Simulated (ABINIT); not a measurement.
## CO2 (Cmce): a self-consistent loop beyond G0W0, cycle by cycle

How far does self-consistency move the gap of CO2 (Cmce)?

Program: ABINIT 10.8.3. Level of theory: PBEsol and many-body steps on it, plane waves. Results are calculated unless marked as measured.

Most raw output is cut from this account.

### 1. Set-up

It takes space group Cmce (No. 64, orthorhombic). Conventional cell: a = 5.272 Å, b = 4.775 Å, c = 6.587 Å, α = 90.00°, β = 90.00°, γ = 90.00°. Nearest to C lie 2 O at 1.17 Å. O has 1 C at 1.17 Å nearest. Farther neighbours and most contacts between anions are not listed.

The cell and positions are those that the Materials Project relaxed with its own functionals (PBE, PBE+U or r2SCAN), kept fixed.

### 2. Empty states on the mesh, 4×4×2 mesh, 100 bands

This step: ABINIT 10.8.3; DFT, PBEsol, plane waves, norm-conserving pseudopotentials.

The sums over transitions need many empty states on a uniform mesh; this step solves for them.

run.abi reads:

```
acell 3*1.0 Angstrom
rprim 
  2.635911230000 -2.387378120000 0.000000000000
  2.635911230000 2.387378120000 0.000000000000
  0.000000000000 0.000000000000 6.587174910000
ntypat 2
znucl 6 8
natom 6
typat 1 1 2 2 2 2
xred 
  0.000000000000 0.000000000000 0.000000000000
  0.500000000000 0.500000000000 0.500000000000
  0.806508570000 0.193491430000 0.891843390000
  0.193491430000 0.806508570000 0.108156610000
  0.693491430000 0.306508570000 0.391843390000
  0.306508570000 0.693491430000 0.608156610000
pp_dirpath "pseudos"
pseudos "C.upf, O.upf"
ecut 37
ngkpt 4 4 2
nshiftk 1
shiftk 0 0 0
kptopt 1
chksymbreak 0
iscf -2
irdden 1
istwfk *1
nband 100
nbdbuf 8
tolwfr 1e-09
nstep 60
prtvol 0
indata_prefix "in"
outdata_prefix "out"
tmpdata_prefix "tmp"
```

Launch:

```bash
> OMP_NUM_THREADS=1 mpirun -n 8 abinit run.abi > log
```

It took 27 s on 8 MPI ranks of Arm Neoverse V2, shared host; peak memory 0.7 GiB.

This step gave:

| Quantity | Value |
| --- | --- |
| gap | 6.582 eV |
| k of the valence top | 0.5, 0.5, 0 |
| k of the conduction bottom | 0, 0, 0 |
| least direct gap | 7.142 eV |
| k points computed | 14 |
| lowest point of the top converged band, above the valence top | 53.0086 eV |

On this mesh the gap is 6.582 eV.

The density comes from a self-consistent run that is not shown.

### 3. Screening, 4×4×2 mesh, 92 bands, screening to 130.6 eV

The RPA dielectric matrix is built and inverted for each q.

This step: RPA screening on PBEsol, plane waves, norm-conserving pseudopotentials.

Edit run.abi of step 2 so:

```diff
@@ -24,10 +24,11 @@
 chksymbreak 0
-iscf -2
-irdden 1
 istwfk *1
-nband 100
-nbdbuf 8
-tolwfr 1e-09
-nstep 60
-prtvol 0
+occopt 1
+irdwfk 1
+optdriver 3
+nband 92
+ecuteps 4.8
+inclvkb 2
+awtr 1
+symchi 1
 indata_prefix "in"
```

Elapsed: 42 s, on 8 MPI ranks; peak memory 3.2 GiB; 5.6 min of CPU time.

This step gave:

```yaml
eps_infinity_with_local_fields_on_this_mesh_along_the_program_s_q_direction: 1.834
the_same_without_local_fields: 2.220
plasma_frequency: 23.07 eV
plane_waves_in_the_screening_matrix: 277
```

Local fields lower ε∞ by 17 %. On a Γ-centred mesh this coarse the value itself is usually too large, while a short band sum pulls it down.

### 4. G0W0

The self-energy is evaluated for the states that the input lists, and the levels follow from it, in one-shot runs by the linearised quasiparticle equation.

This step: G0W0 on PBEsol, plane waves, norm-conserving pseudopotentials.

Edit run.abi of step 3 so:

```diff
@@ -27,8 +27,17 @@
 irdwfk 1
-optdriver 3
+optdriver 4
 nband 92
+gwcalctyp 0
+ecutsigx 37
+symsigma 1
+nkptgw 2
+kptgw 
+  0.5000000000 0.5000000000 0.0000000000
+  0.0000000000 0.0000000000 0.0000000000
+bdgw 
+  15 18
+  15 18
 ecuteps 4.8
-inclvkb 2
-awtr 1
-symchi 1
+irdscr 1
+ppmodel 1
 indata_prefix "in"
```

Wall time 7.2 s (8 MPI ranks); peak memory 2.2 GiB.

This step gave:

| Quantity | Value |
| --- | --- |
| G0W0 gap on the points computed | 10.15 eV |
| starting gap on the mesh | 6.582 eV |
| k of the valence top | 0.5, 0.5, 0 |
| k of the conduction bottom | 0, 0, 0 |
| Z at the valence top | 0.828 |
| Z at the conduction bottom | 0.886 |
| least direct G0W0 gap on the computed points | 10.88 eV |

The gap on the mesh goes from 6.58 eV to 10.15 eV, a correction of +3.57 eV.

### 5. evGW0, cycle 1

This step: evGW0 on PBEsol, plane waves, norm-conserving pseudopotentials.

Edit run.abi of step 4 so:

```diff
@@ -29,12 +29,36 @@
 nband 92
-gwcalctyp 0
+gwcalctyp 10
 ecutsigx 37
 symsigma 1
-nkptgw 2
+nkptgw 14
 kptgw 
+  0.0000000000 0.0000000000 0.0000000000
+  0.2500000000 0.0000000000 0.0000000000
+  0.5000000000 0.0000000000 0.0000000000
+  0.2500000000 0.2500000000 0.0000000000
+  0.5000000000 0.2500000000 0.0000000000
+  -0.2500000000 0.2500000000 0.0000000000
   0.5000000000 0.5000000000 0.0000000000
-  0.0000000000 0.0000000000 0.0000000000
+  0.0000000000 0.0000000000 0.5000000000
+  0.2500000000 0.0000000000 0.5000000000
+  0.5000000000 0.0000000000 0.5000000000
+  0.2500000000 0.2500000000 0.5000000000
+  0.5000000000 0.2500000000 0.5000000000
+  -0.2500000000 0.2500000000 0.5000000000
+  0.5000000000 0.5000000000 0.5000000000
 bdgw 
-  15 18
-  15 18
+  5 22
+  5 22
+  5 22
+  5 22
+  5 22
+  5 22
+  5 22
+  5 22
+  5 22
+  5 22
+  5 22
+  5 22
+  5 22
+  5 22
 ecuteps 4.8
```

Wall time 4.1 min (8 MPI ranks); peak memory 5.4 GiB; 33 min of CPU time.

This step gave:

```yaml
quasiparticle_gap_on_the_mesh: 10.75 eV
gap_of_the_density_functional_on_the_mesh: 6.582 eV
k_of_the_valence_top: 0.5, 0.5, 0
k_of_the_conduction_bottom: 0, 0, 0
z_at_the_valence_top: 0.828
z_at_the_conduction_bottom: 0.886
least_direct_quasiparticle_gap_on_the_computed_points: 11.51 eV
```

Against G0W0 in ABINIT (4×4×2 mesh, 92 bands, screening to 130.6 eV, Godby-Needs plasmon pole), the gap moves by +0.602 eV. This first cycle still uses the starting levels; it takes the full correction, at all points of the mesh, and its linearised value is 10.151 eV.

### 6. evGW0, cycle 2

The corrected levels of the last cycle go back in.

Edit run.abi of step 5 so:

```diff
@@ -66,2 +66,3 @@
 ppmodel 1
+irdqps 1
 indata_prefix "in"
```

The job ended after 4.1 min (8 MPI ranks; peak memory 5.4 GiB; 33 min of CPU time).

Numbers from this step:

```
quasiparticle gap on the mesh                         : 10.57 eV
gap of the density functional on the mesh             : 6.582 eV
k of the valence top                                  : 0.5, 0.5, 0
k of the conduction bottom                            : 0, 0, 0
least direct quasiparticle gap on the computed points : 11.31 eV
```

Against the cycle before, the gap moves by −0.186 eV.

### 7. evGW0, cycle 3

run.abi is that of step 6.

Run time: 4.1 min. Hardware: 8 MPI ranks; peak memory 5.4 GiB; 33 min of CPU time.

This step gave:

* quasiparticle gap on the mesh: 10.57 eV
* gap of the density functional on the mesh: 6.582 eV
* k of the valence top: 0.5, 0.5, 0
* k of the conduction bottom: 0, 0, 0
* least direct quasiparticle gap on the computed points: 11.31 eV

Against the cycle before, the gap moves by +0.005 eV.

### 8. Screening, 4×4×2 mesh, 92 bands, screening to 130.6 eV

This step: RPA screening on PBEsol, plane waves, norm-conserving pseudopotentials.

run.abi reads:

```
acell 3*1.0 Angstrom
rprim 
  2.635911230000 -2.387378120000 0.000000000000
  2.635911230000 2.387378120000 0.000000000000
  0.000000000000 0.000000000000 6.587174910000
ntypat 2
znucl 6 8
natom 6
typat 1 1 2 2 2 2
xred 
  0.000000000000 0.000000000000 0.000000000000
  0.500000000000 0.500000000000 0.500000000000
  0.806508570000 0.193491430000 0.891843390000
  0.193491430000 0.806508570000 0.108156610000
  0.693491430000 0.306508570000 0.391843390000
  0.306508570000 0.693491430000 0.608156610000
pp_dirpath "pseudos"
pseudos "C.upf, O.upf"
ecut 37
ngkpt 4 4 2
nshiftk 1
shiftk 0 0 0
kptopt 1
chksymbreak 0
istwfk *1
occopt 1
irdwfk 1
optdriver 3
nband 92
ecuteps 4.8
inclvkb 2
awtr 1
symchi 1
gwcalctyp 10
mbpt_sciss 5.507 eV
nqptdm 1
qptdm 
  0 0 0
indata_prefix "in"
outdata_prefix "out"
tmpdata_prefix "tmp"
```

Wall time 11 s (8 MPI ranks); peak memory 2.9 GiB.

This step gave:

- ε∞ with local fields, on this mesh, along the program's q direction: 1.641
- the same without local fields: 1.858
- plasma frequency: 23.07 eV
- plane waves in the screening matrix: 277

This screening uses the functional's bands under a rigid shift, the mean opening of the cycle before.

### 9. Screening, 4×4×2 mesh, 92 bands, screening to 130.6 eV

This step: RPA screening on PBEsol from quasiparticle energies, plane waves, norm-conserving pseudopotentials.

Edit run.abi of step 8 so:

```diff
@@ -33,7 +33,19 @@
 symchi 1
+irdqps 1
 gwcalctyp 10
-mbpt_sciss 5.507 eV
-nqptdm 1
+nqptdm 13
 qptdm 
-  0 0 0
+  0.2500000000 0.0000000000 0.0000000000
+  0.5000000000 0.0000000000 0.0000000000
+  0.2500000000 0.2500000000 0.0000000000
+  0.5000000000 0.2500000000 0.0000000000
+  -0.2500000000 0.2500000000 0.0000000000
+  0.5000000000 0.5000000000 0.0000000000
+  0.0000000000 0.0000000000 0.5000000000
+  0.2500000000 0.0000000000 0.5000000000
+  0.5000000000 0.0000000000 0.5000000000
+  0.2500000000 0.2500000000 0.5000000000
+  0.5000000000 0.2500000000 0.5000000000
+  -0.2500000000 0.2500000000 0.5000000000
+  0.5000000000 0.5000000000 0.5000000000
 indata_prefix "in"
```

mrgscr.stdin reads:

```
2
merged
q0_SCR
out_SCR
1
```

Launch:

```bash
> OMP_NUM_THREADS=1 mpirun -n 8 abinit run.abi > log; mrgscr < mrgscr.stdin
```

It took 37 s on 8 MPI ranks; peak memory 2.8 GiB.

Numbers from this step:

```yaml
plasma_frequency: 23.07 eV
plane_waves_in_the_screening_matrix: 277
```

This screening reads the quasiparticle levels of the cycle before.

### 10. evGW, cycle 1

This step: evGW on PBEsol, plane waves, norm-conserving pseudopotentials.

Edit run.abi of step 9 so:

```diff
@@ -27,12 +27,10 @@
 irdwfk 1
-optdriver 3
+optdriver 4
 nband 92
-ecuteps 4.8
-inclvkb 2
-awtr 1
-symchi 1
-irdqps 1
 gwcalctyp 10
-nqptdm 13
-qptdm 
+ecutsigx 37
+symsigma 1
+nkptgw 14
+kptgw 
+  0.0000000000 0.0000000000 0.0000000000
   0.2500000000 0.0000000000 0.0000000000
@@ -50,2 +48,21 @@
   0.5000000000 0.5000000000 0.5000000000
+bdgw 
+  5 22
+  5 22
+  5 22
+  5 22
+  5 22
+  5 22
+  5 22
+  5 22
+  5 22
+  5 22
+  5 22
+  5 22
+  5 22
+  5 22
+ecuteps 4.8
+irdscr 1
+ppmodel 1
+irdqps 1
 indata_prefix "in"
```

Launch:

```bash
> OMP_NUM_THREADS=1 mpirun -n 8 abinit run.abi > log
```

It took 4.1 min on 8 MPI ranks; peak memory 5.4 GiB.

This step gave:

* quasiparticle gap on the mesh: 11.27 eV
* gap of the density functional on the mesh: 6.582 eV
* k of the valence top: 0.5, 0.5, 0
* k of the conduction bottom: 0, 0, 0
* least direct quasiparticle gap on the computed points: 12.02 eV

Against G0W0 in ABINIT (4×4×2 mesh, 92 bands, screening to 130.6 eV, Godby-Needs plasmon pole), the gap moves by +1.114 eV.

### 11. Screening, 4×4×2 mesh, 92 bands, screening to 130.6 eV

This step: RPA screening on PBEsol, plane waves, norm-conserving pseudopotentials.

run.abi reads:

```
acell 3*1.0 Angstrom
rprim 
  2.635911230000 -2.387378120000 0.000000000000
  2.635911230000 2.387378120000 0.000000000000
  0.000000000000 0.000000000000 6.587174910000
ntypat 2
znucl 6 8
natom 6
typat 1 1 2 2 2 2
xred 
  0.000000000000 0.000000000000 0.000000000000
  0.500000000000 0.500000000000 0.500000000000
  0.806508570000 0.193491430000 0.891843390000
  0.193491430000 0.806508570000 0.108156610000
  0.693491430000 0.306508570000 0.391843390000
  0.306508570000 0.693491430000 0.608156610000
pp_dirpath "pseudos"
pseudos "C.upf, O.upf"
ecut 37
ngkpt 4 4 2
nshiftk 1
shiftk 0 0 0
kptopt 1
chksymbreak 0
istwfk *1
occopt 1
irdwfk 1
optdriver 3
nband 92
ecuteps 4.8
inclvkb 2
awtr 1
symchi 1
gwcalctyp 10
mbpt_sciss 6.222 eV
nqptdm 1
qptdm 
  0 0 0
indata_prefix "in"
outdata_prefix "out"
tmpdata_prefix "tmp"
```

Wall time 11 s (8 MPI ranks); peak memory 2.9 GiB.

Numbers from this step:

* ε∞ with local fields, on this mesh, along the program's q direction: 1.623
* the same without local fields: 1.827
* plasma frequency: 23.07 eV
* plane waves in the screening matrix: 277

This screening uses the functional's bands under a rigid shift, the mean opening of the cycle before.

### 12. Screening, 4×4×2 mesh, 92 bands, screening to 130.6 eV

This step: RPA screening on PBEsol from quasiparticle energies, plane waves, norm-conserving pseudopotentials.

Edit run.abi of step 11 so:

```diff
@@ -33,7 +33,19 @@
 symchi 1
+irdqps 1
 gwcalctyp 10
-mbpt_sciss 6.222 eV
-nqptdm 1
+nqptdm 13
 qptdm 
-  0 0 0
+  0.2500000000 0.0000000000 0.0000000000
+  0.5000000000 0.0000000000 0.0000000000
+  0.2500000000 0.2500000000 0.0000000000
+  0.5000000000 0.2500000000 0.0000000000
+  -0.2500000000 0.2500000000 0.0000000000
+  0.5000000000 0.5000000000 0.0000000000
+  0.0000000000 0.0000000000 0.5000000000
+  0.2500000000 0.0000000000 0.5000000000
+  0.5000000000 0.0000000000 0.5000000000
+  0.2500000000 0.2500000000 0.5000000000
+  0.5000000000 0.2500000000 0.5000000000
+  -0.2500000000 0.2500000000 0.5000000000
+  0.5000000000 0.5000000000 0.5000000000
 indata_prefix "in"
```

mrgscr.stdin is that of step 9.

Launch:

```bash
> OMP_NUM_THREADS=1 mpirun -n 8 abinit run.abi > log; mrgscr < mrgscr.stdin
```

Wall time 36 s (8 MPI ranks); peak memory 2.8 GiB; 4.8 min of CPU time.

This step gave:

| Quantity | Value |
| --- | --- |
| plasma frequency | 23.07 eV |
| plane waves in the screening matrix | 277 |

This screening reads the quasiparticle levels of the cycle before.

### 13. evGW, cycle 2

This step: evGW on PBEsol, plane waves, norm-conserving pseudopotentials.

Edit run.abi of step 12 so:

```diff
@@ -27,12 +27,10 @@
 irdwfk 1
-optdriver 3
+optdriver 4
 nband 92
-ecuteps 4.8
-inclvkb 2
-awtr 1
-symchi 1
-irdqps 1
 gwcalctyp 10
-nqptdm 13
-qptdm 
+ecutsigx 37
+symsigma 1
+nkptgw 14
+kptgw 
+  0.0000000000 0.0000000000 0.0000000000
   0.2500000000 0.0000000000 0.0000000000
@@ -50,2 +48,21 @@
   0.5000000000 0.5000000000 0.5000000000
+bdgw 
+  5 22
+  5 22
+  5 22
+  5 22
+  5 22
+  5 22
+  5 22
+  5 22
+  5 22
+  5 22
+  5 22
+  5 22
+  5 22
+  5 22
+ecuteps 4.8
+irdscr 1
+ppmodel 1
+irdqps 1
 indata_prefix "in"
```

Launch:

```bash
> OMP_NUM_THREADS=1 mpirun -n 8 abinit run.abi > log
```

Elapsed: 4.1 min, on 8 MPI ranks; peak memory 5.4 GiB; 33 min of CPU time.

This step gave:

* quasiparticle gap on the mesh: 11.33 eV
* gap of the density functional on the mesh: 6.582 eV
* k of the valence top: 0.5, 0.5, 0
* k of the conduction bottom: 0, 0, 0
* least direct quasiparticle gap on the computed points: 12.08 eV

Against the cycle before, the gap moves by +0.061 eV.

### 14. Screening, 4×4×2 mesh, 92 bands, screening to 130.6 eV

This step: RPA screening on PBEsol, plane waves, norm-conserving pseudopotentials.

run.abi reads:

```
acell 3*1.0 Angstrom
rprim 
  2.635911230000 -2.387378120000 0.000000000000
  2.635911230000 2.387378120000 0.000000000000
  0.000000000000 0.000000000000 6.587174910000
ntypat 2
znucl 6 8
natom 6
typat 1 1 2 2 2 2
xred 
  0.000000000000 0.000000000000 0.000000000000
  0.500000000000 0.500000000000 0.500000000000
  0.806508570000 0.193491430000 0.891843390000
  0.193491430000 0.806508570000 0.108156610000
  0.693491430000 0.306508570000 0.391843390000
  0.306508570000 0.693491430000 0.608156610000
pp_dirpath "pseudos"
pseudos "C.upf, O.upf"
ecut 37
ngkpt 4 4 2
nshiftk 1
shiftk 0 0 0
kptopt 1
chksymbreak 0
istwfk *1
occopt 1
irdwfk 1
optdriver 3
nband 92
ecuteps 4.8
inclvkb 2
awtr 1
symchi 1
gwcalctyp 10
mbpt_sciss 6.276 eV
nqptdm 1
qptdm 
  0 0 0
indata_prefix "in"
outdata_prefix "out"
tmpdata_prefix "tmp"
```

Elapsed: 11 s, on 8 MPI ranks; peak memory 2.9 GiB.

Numbers from this step:

| Quantity | Value |
| --- | --- |
| ε∞ with local fields, on this mesh, along the program's q direction | 1.622 |
| the same without local fields | 1.825 |
| plasma frequency | 23.07 eV |
| plane waves in the screening matrix | 277 |

This screening uses the functional's bands under a rigid shift, the mean opening of the cycle before.

### 15. Screening, 4×4×2 mesh, 92 bands, screening to 130.6 eV

This step: RPA screening on PBEsol from quasiparticle energies, plane waves, norm-conserving pseudopotentials.

Edit run.abi of step 14 so:

```diff
@@ -33,7 +33,19 @@
 symchi 1
+irdqps 1
 gwcalctyp 10
-mbpt_sciss 6.276 eV
-nqptdm 1
+nqptdm 13
 qptdm 
-  0 0 0
+  0.2500000000 0.0000000000 0.0000000000
+  0.5000000000 0.0000000000 0.0000000000
+  0.2500000000 0.2500000000 0.0000000000
+  0.5000000000 0.2500000000 0.0000000000
+  -0.2500000000 0.2500000000 0.0000000000
+  0.5000000000 0.5000000000 0.0000000000
+  0.0000000000 0.0000000000 0.5000000000
+  0.2500000000 0.0000000000 0.5000000000
+  0.5000000000 0.0000000000 0.5000000000
+  0.2500000000 0.2500000000 0.5000000000
+  0.5000000000 0.2500000000 0.5000000000
+  -0.2500000000 0.2500000000 0.5000000000
+  0.5000000000 0.5000000000 0.5000000000
 indata_prefix "in"
```

mrgscr.stdin is that of step 12.

Launch:

```bash
> OMP_NUM_THREADS=1 mpirun -n 8 abinit run.abi > log; mrgscr < mrgscr.stdin
```

It took 40 s on 8 MPI ranks; peak memory 2.8 GiB; 5.4 min of CPU time.

Numbers from this step:

```
plasma frequency                    : 23.07 eV
plane waves in the screening matrix : 277
```

This screening reads the quasiparticle levels of the cycle before.

### 16. evGW, cycle 3

This step: evGW on PBEsol, plane waves, norm-conserving pseudopotentials.

Edit run.abi of step 15 so:

```diff
@@ -27,12 +27,10 @@
 irdwfk 1
-optdriver 3
+optdriver 4
 nband 92
-ecuteps 4.8
-inclvkb 2
-awtr 1
-symchi 1
-irdqps 1
 gwcalctyp 10
-nqptdm 13
-qptdm 
+ecutsigx 37
+symsigma 1
+nkptgw 14
+kptgw 
+  0.0000000000 0.0000000000 0.0000000000
   0.2500000000 0.0000000000 0.0000000000
@@ -50,2 +48,21 @@
   0.5000000000 0.5000000000 0.5000000000
+bdgw 
+  5 22
+  5 22
+  5 22
+  5 22
+  5 22
+  5 22
+  5 22
+  5 22
+  5 22
+  5 22
+  5 22
+  5 22
+  5 22
+  5 22
+ecuteps 4.8
+irdscr 1
+ppmodel 1
+irdqps 1
 indata_prefix "in"
```

Launch:

```bash
> OMP_NUM_THREADS=1 mpirun -n 8 abinit run.abi > log
```

It took 4.1 min on 8 MPI ranks; peak memory 5.4 GiB.

This step gave:

| Quantity | Value |
| --- | --- |
| quasiparticle gap on the mesh | 11.33 eV |
| gap of the density functional on the mesh | 6.582 eV |
| k of the valence top | 0.5, 0.5, 0 |
| k of the conduction bottom | 0, 0, 0 |
| least direct quasiparticle gap on the computed points | 12.09 eV |

Against the cycle before, the gap moves by +0.004 eV.

### 17. Side by side

Times are wall times on 8 MPI ranks of Arm Neoverse V2, shared host, good to a factor of about two. A run's time includes the screening step that it read.

```csv
run,mesh,bands,screening cutoff (eV),DFT gap (eV),gap on the mesh (eV),direct (eV),ε∞ used,time
G0W0,4×4×2,92,130.6,6.582,10.151,10.877,1.83,50 s
"evGW0, cycle 1",4×4×2,92,130.6,6.582,10.753,11.511,1.83,4.8 min
"evGW0, cycle 2",4×4×2,92,130.6,6.582,10.567,11.307,1.83,4.8 min
"evGW0, cycle 3",4×4×2,92,130.6,6.582,10.572,11.314,1.83,4.8 min
"evGW, cycle 1",4×4×2,92,130.6,6.582,11.265,12.019,1.64,4.9 min
"evGW, cycle 2",4×4×2,92,130.6,6.582,11.326,12.081,1.62,4.9 min
"evGW, cycle 3",4×4×2,92,130.6,6.582,11.330,12.086,1.62,4.9 min
```

### 18. Outcome

```json
{
  "G0W0": "10.151 eV",
  "evGW0, cycle 1": "10.753 eV",
  "evGW0, cycle 2": "10.567 eV",
  "evGW0, cycle 3": "10.572 eV",
  "evGW, cycle 1": "11.265 eV",
  "evGW, cycle 2": "11.326 eV",
  "evGW, cycle 3": "11.330 eV",
  "known limits": "not at the basis limit; coarse k mesh"
}
```

Only the bands that the input lists are updated; the others, empty or deep, keep the functional's energies or take a rigid shift. The evGW loop starts from the last levels of evGW0, so its cycles and time come on top of those. evGW0 ends at 10.57 eV, +0.42 eV from G0W0, after 3 cycles that took 12 min beside the first screening; the last moved the gap by 0.005 eV. evGW ends at 11.33 eV, +1.18 eV from G0W0, after 3 cycles that took 15 min beside the first screening; the last moved the gap by 0.004 eV. The first cycle of evGW0 takes the full correction, without the factor Z, so it overshoots the one-shot value. Bands and cutoff are finite, so the gap is not at the basis limit. The miss can reach some tenths of an eV and take either sign; the mesh is an error of its own. The 4×4×2 mesh is coarse for this cell, which bears on the long-range parts of exchange and screening. In the updated screening the q = 0 part is built from Kohn-Sham bands under a rigid shift, the other q from the quasiparticle levels.

[Paths, hosts, dates, memory and timing lines, banners, echoed tables and standing remarks are left out of the program output.]

[Logs are printed without paths, hosts, clocks, repeated set-up lines and the standing remarks that a program may print on its own settings, such as how far it seeks lower states.]

[Runs of the session that timed out or met a known fault of the program may be left out.]

[Hosts, paths, dates, database ids (printed as entryN), source tags and the programs' standing remarks are cut or masked in the printed files.]

[G0W0 gaps are taken among the corrected bands and points alone; a level outside them can change the order at an edge.]

[Where Ansatz stands beside ABINIT at settings called matched, ABINIT's density can come from a denser mesh and the files from another edition; pairs whose starting gaps differed by over 0.03 eV were left out, so agreement reads better than it is.]
